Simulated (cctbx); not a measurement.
**FeBi: solution and refinement**

Cell a = 3.2520 Å, b = 3.2520 Å, c = 4.2920 Å, α = 90.00°, β = 90.00°, γ = 90.00°; space group P4/mmm (no. 123); content Bi1 Fe1.

The data are simulated with cctbx, not measured: Cu Kα, λ = 1.54184 Å, to d = 0.83 Å, 80 % of the full sphere, strongest reflection 40000 counts, noise from counting, a 6 % proportional error and a noise floor of 8 counts (s.d.); no absorption.

Charge flipping in P1 on plain amplitudes to 0.83 Å, δ = 1 σ, 30 % of the reflections treated as weak, 150 cycles:

```text
cycle      R  skewness
    0  0.455     0.16
   12  0.342     3.35
   24  0.358     2.90
   36  0.399     2.59
   48  0.374     3.12
   60  0.352     2.96
   72  0.374     2.84
   84  0.362     2.55
   96  0.379     2.62
  108  0.373     3.15
  120  0.345     2.87
  132  0.372     3.02
  144  0.348     2.92
origin shift          correlation  skewness
 0.293  0.747  0.435      0.958      4.24
 0.293  0.747 -0.065      0.958      4.24
-0.707  0.747  0.935      0.958      4.24
 0.293  0.747  0.935      0.958      4.24
taken: symmetry correlation 0.958, skewness 4.24
peak      x       y       z  mult  height/sigma
Q1    0.5000  0.5000  0.0000    1     13.0
Q2    0.0000  0.0000  0.5000    1      7.7
Q3    0.5000  0.5000  0.2861    2      1.6
Q4    0.2901  0.2901  0.1655    8      1.5
Q5    0.0000  0.0000  0.0000    1      1.4
Q6    0.0000  0.2093  0.2580    8      0.7
Q7    0.0000  0.5000  0.1888    4      0.6
```

The origin is taken among those within 0.04 of the best correlation, by the skewness of the map.

Run time: 0.43 s on 1 thread of Arm Neoverse N1 (shared host), peak memory 0.07 GiB.

**Question.** Which peaks are atoms, and which elements?

Heights go roughly as Z and multiplicities must add up to the content. First model: Q1 = Bi1 (1 in the cell, height 13.0) and Q2 = Fe1 (1 in the cell, height 7.7). Against the true structure, Q1 is Bi and Q2 is Fe; the other peaks are not atoms.

Least squares on F², isotropic:

```text
Rint 0.041, 40 unique reflections to 0.83 A
cycle     R1     wR2    GooF  max shift (A)
   1  0.1124  0.2336   9.649   0.00000
   2  0.0115  0.0241   0.997   0.00000
final R1 0.0115 wR2 0.0241 GooF 0.997  parameters 2  data/parameter 20.0
atom        x        y        z      Ueq    occ   su(xyz)  su(Uiso or U11)
Bi1    0.50000  0.50000  0.00000   0.0042  1.000  0.00000  0.0003
Fe1    0.00000  0.00000  0.50000   0.0061  1.000  0.00000  0.0006
difference map: max 0.67 min -0.98 rms 0.24
Q1    0.5000  0.5000  0.1483    2    0.73  0.64 A from Bi1
Q2    0.0000  0.2091  0.5000    4    0.67  0.68 A from Fe1
Q3    0.2200  0.5000  0.5000    4    0.54  1.78 A from Fe1
Q4    0.0000  0.5000  0.2808    4    0.49  1.88 A from Fe1
Q5    0.3351  0.3351  0.0000    4    0.48  0.76 A from Bi1
```

Anisotropic refinement:

```text
Rint 0.041, 40 unique reflections to 0.83 A
cycle     R1     wR2    GooF  max shift (A)
   1  0.0114  0.0241   1.024   0.00000
   2  0.0106  0.0218   0.923   0.00000
final R1 0.0106 wR2 0.0218 GooF 0.923  parameters 4  data/parameter 10.0
atom        x        y        z      Ueq    occ   su(xyz)  su(Uiso or U11)
Bi1    0.50000  0.50000  0.00000   0.0042  1.000  0.00000  0.0003
Fe1    0.00000  0.00000  0.50000   0.0061  1.000  0.00000  0.0008
difference map: max 0.54 min -1.05 rms 0.23
Q1    0.5000  0.5000  0.1733    2    0.56  0.74 A from Bi1
Q2    0.3452  0.3452  0.0000    4    0.55  0.71 A from Bi1
Q3    0.2358  0.5000  0.5000    4    0.49  1.80 A from Fe1
Q4    0.0000  0.5000  0.2745    4    0.46  1.89 A from Fe1
Q5    0.0000  0.2535  0.5000    4    0.44  0.82 A from Fe1
Q6    0.1357  0.1357  0.3351    8    0.41  0.94 A from Fe1
```

**Reading.** The refinement ends at R1 = 0.0106, wR2 = 0.0218, GooF = 0.92, with difference density between -1.05 and 0.54 e/Å³. Every site matches the true model in element, within 0.001 Å r.m.s., up to an allowed shift of origin.

True model:

```
atom  mult.    x    y    z  Ueq (Å²)
 Bi1      1  1/2  1/2  1/2    0.0041
 Fe1      1    0    0    0    0.0052
```

This is a model crystal, built by substitution and not relaxed, with assumed displacement parameters.

[Middle refinement cycles are left out of these outputs.]

[Logs are printed without paths, hosts, clocks, repeated set-up lines and the standing remarks that a program may print on its own settings, such as how far it seeks lower states.]
